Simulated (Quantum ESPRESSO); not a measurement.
# 1T-PtSe2, 1 layer: a series in biaxial strain, part 5 of 6

Aim: how the results for 1T-PtSe2, 1 layer change with biaxial strain.

Quantum ESPRESSO 7.5; plane-wave DFT, PBE, GBRV ultrasoft pseudopotentials.

So far. Step 6 (Band structure, -4 %): Along this path the valence top lies near Γ and the conduction bottom between K and Γ. Step 7 (Relaxing the ions, -3 %): The relaxation lowers the energy by 17 meV an atom.

### 9. Relaxing the ions, 3 %

Input file m7.relax.in:

```
&control
  prefix = 'm7.relax'
  outdir = './out'
  pseudo_dir = './pseudo'
  nstep = 40
  forc_conv_thr = 0.0003
  calculation = 'relax'
  tstress = .true.
/
&system
  ibrav = 0
  nat = 3
  ntyp = 2
  ecutwfc = 50
  ecutrho = 250
  occupations = 'smearing'
  smearing = 'fd'
  degauss = 0.002
/
&electrons
  conv_thr = 1e-09
  mixing_beta = 0.4
  electron_maxstep = 120
  mixing_mode = 'plain'
/
&ions
/
ATOMIC_SPECIES
  Se  78.9710  se_pbe_v1.uspp.F.UPF
  Pt  195.0840  pt_pbe_v1.4.uspp.F.UPF
CELL_PARAMETERS angstrom
  3.85791161162000 0.00000000000000 0.00000000000000
  -1.92895580581000 3.34104946123000 0.00000000000000
  0.00000000000000 0.00000000000000 17.26771779500000
ATOMIC_POSITIONS crystal
  Se  0.666666666700 0.333333333300 0.424236160800
  Pt  0.000000000000 0.000000000000 0.500000000000
  Se  0.333333333300 0.666666666700 0.575763839200
K_POINTS automatic
  12 12 1 0 0 0
```

Launch:

```
$ OMP_NUM_THREADS=1 mpirun -n 4 pw.x -nk 4 -in m7.relax.in > m7.relax.out
```

Output:

```text
[banner, memory and clock lines left out]
Program PWSCF v.7.5 starts
[...]
Message from routine setup:
[...]
number of electrons       =        28.00
     number of Kohn-Sham states=           18
     kinetic-energy cutoff     =      50.0000  Ry
     charge density cutoff     =     250.0000  Ry
[...]
number of k points=    19  Fermi-Dirac smearing, width (Ry)=  0.0020
[...]
Dense  grid:   100401 G-vectors     FFT dimensions: (  40,  40, 180)
[...]
negative rho (up, down):  1.899E-01 0.000E+00
     Starting wfcs are   20 randomized atomic wfcs
[...]
negative rho (up, down):  1.781E-01 0.000E+00
[...]
estimated scf accuracy    <       2.16193019 Ry
[...]
negative rho (up, down):  1.803E-01 0.000E+00
[...]
estimated scf accuracy    <       1.79688293 Ry
[...]
negative rho (up, down):  1.779E-01 0.000E+00
[...]
estimated scf accuracy    <       0.02561172 Ry
[...]
negative rho (up, down):  1.771E-01 0.000E+00
[...]
estimated scf accuracy    <       0.00838638 Ry
[...]
negative rho (up, down):  1.773E-01 0.000E+00
[...]
estimated scf accuracy    <       0.00158697 Ry
[...]
negative rho (up, down):  1.772E-01 0.000E+00
[...]
estimated scf accuracy    <       0.00020869 Ry
[...]
negative rho (up, down):  1.773E-01 0.000E+00
[...]
estimated scf accuracy    <       0.00001868 Ry
[...]
negative rho (up, down):  1.773E-01 0.000E+00
[...]
estimated scf accuracy    <       0.00000030 Ry
[...]
negative rho (up, down):  1.773E-01 0.000E+00
[...]
estimated scf accuracy    <       0.00000005 Ry
[...]
negative rho (up, down):  1.773E-01 0.000E+00
[...]
estimated scf accuracy    <          4.3E-09 Ry
[...]
negative rho (up, down):  1.773E-01 0.000E+00
[...]
estimated scf accuracy    <          3.2E-09 Ry
[...]
negative rho (up, down):  1.773E-01 0.000E+00
[...]
the Fermi energy is    -0.8594 ev
!    total energy              =    -297.98055315 Ry
     estimated scf accuracy    <          1.7E-11 Ry
     smearing contrib. (-TS)   =      -0.00000000 Ry
     internal energy E=F+TS    =    -297.98055315 Ry
[...]
one-electron contribution =    -810.53278432 Ry
     hartree contribution      =     408.99030573 Ry
     xc contribution           =    -116.08081377 Ry
     ewald contribution        =     219.64273921 Ry
     convergence has been achieved in  12 iterations
     negative rho (up, down):  1.773E-01 0.000E+00
[...]
Total force =     0.033261     Total SCF correction =     0.000007
[...]
negative rho (up, down):  1.773E-01 0.000E+00
[...]
negative rho (up, down):  1.773E-01 0.000E+00
[...]
negative rho (up, down):  1.773E-01 0.000E+00
[...]
estimated scf accuracy    <       0.00001805 Ry
[...]
negative rho (up, down):  1.773E-01 0.000E+00
[...]
estimated scf accuracy    <       0.00000848 Ry
[...]
negative rho (up, down):  1.772E-01 0.000E+00
[...]
estimated scf accuracy    <       0.00000268 Ry
[...]
negative rho (up, down):  1.772E-01 0.000E+00
[...]
estimated scf accuracy    <       0.00000018 Ry
[...]
negative rho (up, down):  1.772E-01 0.000E+00
[...]
estimated scf accuracy    <       0.00000002 Ry
[...]
negative rho (up, down):  1.772E-01 0.000E+00
[...]
estimated scf accuracy    <          1.0E-09 Ry
[...]
negative rho (up, down):  1.772E-01 0.000E+00
[...]
the Fermi energy is    -0.8407 ev
!    total energy              =    -297.98155095 Ry
     estimated scf accuracy    <          2.3E-10 Ry
     smearing contrib. (-TS)   =      -0.00000000 Ry
     internal energy E=F+TS    =    -297.98155095 Ry
[...]
one-electron contribution =    -812.70281666 Ry
     hartree contribution      =     410.06047900 Ry
     xc contribution           =    -116.09476016 Ry
     ewald contribution        =     220.75554686 Ry
     convergence has been achieved in   7 iterations
     negative rho (up, down):  1.772E-01 0.000E+00
[...]
Total force =     0.026712     Total SCF correction =     0.000030
[...]
negative rho (up, down):  1.772E-01 0.000E+00
[...]
WARNING: bfgs curvature condition failed, Theta= 0.996
[...]
negative rho (up, down):  1.772E-01 0.000E+00
[...]
negative rho (up, down):  1.772E-01 0.000E+00
[...]
estimated scf accuracy    <       0.00002223 Ry
[...]
negative rho (up, down):  1.772E-01 0.000E+00
[...]
estimated scf accuracy    <       0.00001041 Ry
[...]
negative rho (up, down):  1.772E-01 0.000E+00
[...]
estimated scf accuracy    <       0.00000318 Ry
[...]
negative rho (up, down):  1.772E-01 0.000E+00
[...]
estimated scf accuracy    <       0.00000022 Ry
[...]
negative rho (up, down):  1.772E-01 0.000E+00
[...]
estimated scf accuracy    <       0.00000002 Ry
[...]
negative rho (up, down):  1.772E-01 0.000E+00
[...]
estimated scf accuracy    <          1.2E-09 Ry
[...]
negative rho (up, down):  1.772E-01 0.000E+00
[...]
estimated scf accuracy    <          2.7E-10 Ry
[...]
negative rho (up, down):  1.772E-01 0.000E+00
[...]
the Fermi energy is    -0.8206 ev
!    total energy              =    -297.98239412 Ry
     estimated scf accuracy    <          5.3E-12 Ry
     smearing contrib. (-TS)   =      -0.00000000 Ry
     internal energy E=F+TS    =    -297.98239412 Ry
[...]
one-electron contribution =    -815.08306486 Ry
     hartree contribution      =     411.23381690 Ry
     xc contribution           =    -116.11023953 Ry
     ewald contribution        =     221.97709337 Ry
     convergence has been achieved in   8 iterations
     negative rho (up, down):  1.772E-01 0.000E+00
[...]
Total force =     0.019352     Total SCF correction =     0.000003
[...]
negative rho (up, down):  1.772E-01 0.000E+00
[...]
negative rho (up, down):  1.772E-01 0.000E+00
[...]
negative rho (up, down):  1.772E-01 0.000E+00
[...]
estimated scf accuracy    <       0.00005074 Ry
[...]
negative rho (up, down):  1.772E-01 0.000E+00
[...]
estimated scf accuracy    <       0.00002306 Ry
[...]
negative rho (up, down):  1.771E-01 0.000E+00
[...]
estimated scf accuracy    <       0.00000718 Ry
[...]
negative rho (up, down):  1.771E-01 0.000E+00
[...]
estimated scf accuracy    <       0.00000057 Ry
[...]
negative rho (up, down):  1.771E-01 0.000E+00
[...]
estimated scf accuracy    <       0.00000006 Ry
[...]
negative rho (up, down):  1.771E-01 0.000E+00
[...]
estimated scf accuracy    <          2.6E-09 Ry
[...]
negative rho (up, down):  1.771E-01 0.000E+00
[...]
estimated scf accuracy    <          9.7E-10 Ry
[...]
negative rho (up, down):  1.771E-01 0.000E+00
[...]
the Fermi energy is    -0.7320 ev
!    total energy              =    -297.98314683 Ry
     estimated scf accuracy    <          9.4E-12 Ry
     smearing contrib. (-TS)   =      -0.00000000 Ry
     internal energy E=F+TS    =    -297.98314683 Ry
[...]
one-electron contribution =    -818.64107674 Ry
     hartree contribution      =     412.98759747 Ry
     xc contribution           =    -116.13379934 Ry
     ewald contribution        =     223.80413178 Ry
     convergence has been achieved in   8 iterations
     negative rho (up, down):  1.771E-01 0.000E+00
[...]
Total force =     0.008022     Total SCF correction =     0.000001
[...]
negative rho (up, down):  1.771E-01 0.000E+00
[...]
negative rho (up, down):  1.771E-01 0.000E+00
[...]
negative rho (up, down):  1.771E-01 0.000E+00
[...]
estimated scf accuracy    <       0.00002466 Ry
[...]
negative rho (up, down):  1.771E-01 0.000E+00
[...]
estimated scf accuracy    <       0.00001040 Ry
[...]
negative rho (up, down):  1.771E-01 0.000E+00
[...]
estimated scf accuracy    <       0.00000349 Ry
[...]
negative rho (up, down):  1.771E-01 0.000E+00
[...]
estimated scf accuracy    <       0.00000025 Ry
[...]
negative rho (up, down):  1.771E-01 0.000E+00
[...]
estimated scf accuracy    <       0.00000002 Ry
[...]
negative rho (up, down):  1.771E-01 0.000E+00
[...]
estimated scf accuracy    <          1.0E-09 Ry
[...]
negative rho (up, down):  1.771E-01 0.000E+00
[...]
estimated scf accuracy    <          2.2E-10 Ry
[...]
negative rho (up, down):  1.771E-01 0.000E+00
[...]
the Fermi energy is    -0.7426 ev
!    total energy              =    -297.98329930 Ry
     estimated scf accuracy    <          4.8E-12 Ry
     smearing contrib. (-TS)   =      -0.00000000 Ry
     internal energy E=F+TS    =    -297.98329930 Ry
[...]
one-electron contribution =    -821.15059578 Ry
     hartree contribution      =     414.22439383 Ry
     xc contribution           =    -116.15071505 Ry
     ewald contribution        =     225.09361769 Ry
     convergence has been achieved in   8 iterations
     negative rho (up, down):  1.771E-01 0.000E+00
[...]
Total force =     0.000201     Total SCF correction =     0.000002
[...]
negative rho (up, down):  1.771E-01 0.000E+00
[...]
negative rho (up, down):  1.771E-01 0.000E+00
[...]
negative rho (up, down):  1.771E-01 0.000E+00
[...]
estimated scf accuracy    <       0.00000001 Ry
[...]
negative rho (up, down):  1.771E-01 0.000E+00
[...]
estimated scf accuracy    <          5.6E-09 Ry
[...]
negative rho (up, down):  1.771E-01 0.000E+00
[...]
estimated scf accuracy    <          2.1E-09 Ry
[...]
negative rho (up, down):  1.771E-01 0.000E+00
[...]
estimated scf accuracy    <          1.5E-10 Ry
[...]
negative rho (up, down):  1.771E-01 0.000E+00
[...]
estimated scf accuracy    <          1.5E-11 Ry
[...]
negative rho (up, down):  1.771E-01 0.000E+00
[...]
the Fermi energy is    -0.7431 ev
!    total energy              =    -297.98329940 Ry
     estimated scf accuracy    <          8.8E-13 Ry
     smearing contrib. (-TS)   =      -0.00000000 Ry
     internal energy E=F+TS    =    -297.98329940 Ry
[...]
one-electron contribution =    -821.08927702 Ry
     hartree contribution      =     414.19417208 Ry
     xc contribution           =    -116.15029867 Ry
     ewald contribution        =     225.06210421 Ry
     convergence has been achieved in   6 iterations
     negative rho (up, down):  1.771E-01 0.000E+00
[...]
Total force =     0.000003     Total SCF correction =     0.000001
[...]
negative rho (up, down):  1.771E-01 0.000E+00
[...]
```

Run time: 1.9 min. Hardware: 4 MPI ranks of Intel Xeon Platinum 8559C (Emerald Rapids), shared host; peak memory 0.72 GiB; 7.5 min of CPU time.

Relaxation path:

```
step  energy less that of the first step (eV)  largest force (eV/Å)
   1                                   0.0000                0.6047
   2                                  -0.0136                0.4856
   3                                  -0.0250                0.3518
   4                                  -0.0353                0.1458
   5                                  -0.0374                0.0037
   6                                  -0.0374                0.0000
```

The atoms that moved most (Å):

```
atom     dx     dy      dz  length
 Se1  0.000  0.000   0.061   0.061
 Se3  0.000  0.000  -0.061   0.061
```

Final coordinates:

```
CELL_PARAMETERS angstrom
3.85791 0.00000 0.00000
-1.92896 3.34105 0.00000
0.00000 0.00000 17.26772
ATOMIC_POSITIONS crystal
Se 0.66667 0.33333 0.42776
Pt 0.00000 0.00000 0.50000
Se 0.33333 0.66667 0.57224
```

The relaxation lowers the energy by 12 meV an atom.

This step gave:

| Quantity | Value |
| --- | --- |
| free energy | -4054.2693 eV |
| Fermi energy | -0.7431 eV |

### 10. Self-consistent run, 3 %

Input file m7.scf.in:

```
&control
  prefix = 'm7.scf'
  outdir = './out'
  pseudo_dir = './pseudo'
  calculation = 'scf'
  tprnfor = .true.
/
&system
  ibrav = 0
  nat = 3
  ntyp = 2
  ecutwfc = 40
  ecutrho = 200
  occupations = 'smearing'
  smearing = 'fd'
  degauss = 0.002
  nbnd = 18
/
&electrons
  conv_thr = 1e-09
  mixing_beta = 0.4
  electron_maxstep = 120
  mixing_mode = 'plain'
/
ATOMIC_SPECIES
  Se  78.9710  se_pbe_v1.uspp.F.UPF
  Pt  195.0840  pt_pbe_v1.4.uspp.F.UPF
CELL_PARAMETERS angstrom
  3.85791161162000 0.00000000000000 0.00000000000000
  -1.92895580581000 3.34104946123000 0.00000000000000
  0.00000000000000 0.00000000000000 17.26771779500000
ATOMIC_POSITIONS crystal
  Se  0.666666666700 0.333333333300 0.427760382300
  Pt  0.000000000000 0.000000000000 0.500000000000
  Se  0.333333333300 0.666666666700 0.572239617700
K_POINTS automatic
  12 12 1 0 0 0
```

Launch:

```
$ OMP_NUM_THREADS=1 mpirun -n 4 pw.x -nk 4 -in m7.scf.in > m7.scf.out
```

Output:

```text
[banner, memory and clock lines left out]
Program PWSCF v.7.5 starts
[...]
Message from routine setup:
[...]
number of electrons       =        28.00
     number of Kohn-Sham states=           18
     kinetic-energy cutoff     =      40.0000  Ry
     charge density cutoff     =     200.0000  Ry
[...]
number of k points=    19  Fermi-Dirac smearing, width (Ry)=  0.0020
[...]
Dense  grid:    71907 G-vectors     FFT dimensions: (  36,  36, 150)
[...]
negative rho (up, down):  1.850E-01 0.000E+00
     Starting wfcs are   20 randomized atomic wfcs
[...]
negative rho (up, down):  1.731E-01 0.000E+00
[...]
estimated scf accuracy    <       2.13842735 Ry
[...]
negative rho (up, down):  1.749E-01 0.000E+00
[...]
estimated scf accuracy    <       1.62360278 Ry
[...]
negative rho (up, down):  1.725E-01 0.000E+00
[...]
estimated scf accuracy    <       0.02392709 Ry
[...]
negative rho (up, down):  1.717E-01 0.000E+00
[...]
estimated scf accuracy    <       0.00797663 Ry
[...]
negative rho (up, down):  1.718E-01 0.000E+00
[...]
estimated scf accuracy    <       0.00141620 Ry
[...]
negative rho (up, down):  1.718E-01 0.000E+00
[...]
estimated scf accuracy    <       0.00012222 Ry
[...]
negative rho (up, down):  1.719E-01 0.000E+00
[...]
estimated scf accuracy    <       0.00001351 Ry
[...]
negative rho (up, down):  1.719E-01 0.000E+00
[...]
estimated scf accuracy    <       0.00000035 Ry
[...]
negative rho (up, down):  1.720E-01 0.000E+00
[...]
estimated scf accuracy    <       0.00000009 Ry
[...]
negative rho (up, down):  1.720E-01 0.000E+00
[...]
estimated scf accuracy    <          1.4E-09 Ry
[...]
negative rho (up, down):  1.720E-01 0.000E+00
[...]
the Fermi energy is    -0.7406 ev
!    total energy              =    -297.98175573 Ry
     estimated scf accuracy    <          1.6E-10 Ry
     smearing contrib. (-TS)   =      -0.00000000 Ry
     internal energy E=F+TS    =    -297.98175573 Ry
[...]
one-electron contribution =    -821.08229267 Ry
     hartree contribution      =     414.19081087 Ry
     xc contribution           =    -116.15237816 Ry
     ewald contribution        =     225.06210424 Ry
     convergence has been achieved in  11 iterations
     negative rho (up, down):  1.720E-01 0.000E+00
[...]
Total force =     0.000091     Total SCF correction =     0.000009
[...]
```

The job ended after 19 s (4 MPI ranks; peak memory 0.49 GiB; 76 s of CPU time).

This step gave:

- free energy: -4054.2483 eV
- Fermi energy: -0.7406 eV
- valence top, on the run's zero: -1.340 eV
- conduction bottom, on the run's zero: -0.1595 eV
- gap by band count: 1.181 eV

[end of part 5 of 6]

[Logs are printed without paths, hosts, clocks, repeated set-up lines and the standing remarks that a program may print on its own settings, such as how far it seeks lower states.]

[Hosts, paths, dates, database ids (printed as entryN), source tags and the programs' standing remarks are cut or masked in the printed files.]

[Maps of the electrostatic potential energy from Ansatz leave out the sawtooth potential of an applied field or a dipole correction, so their vacuum need not be flat; planar profiles and work functions include it.]
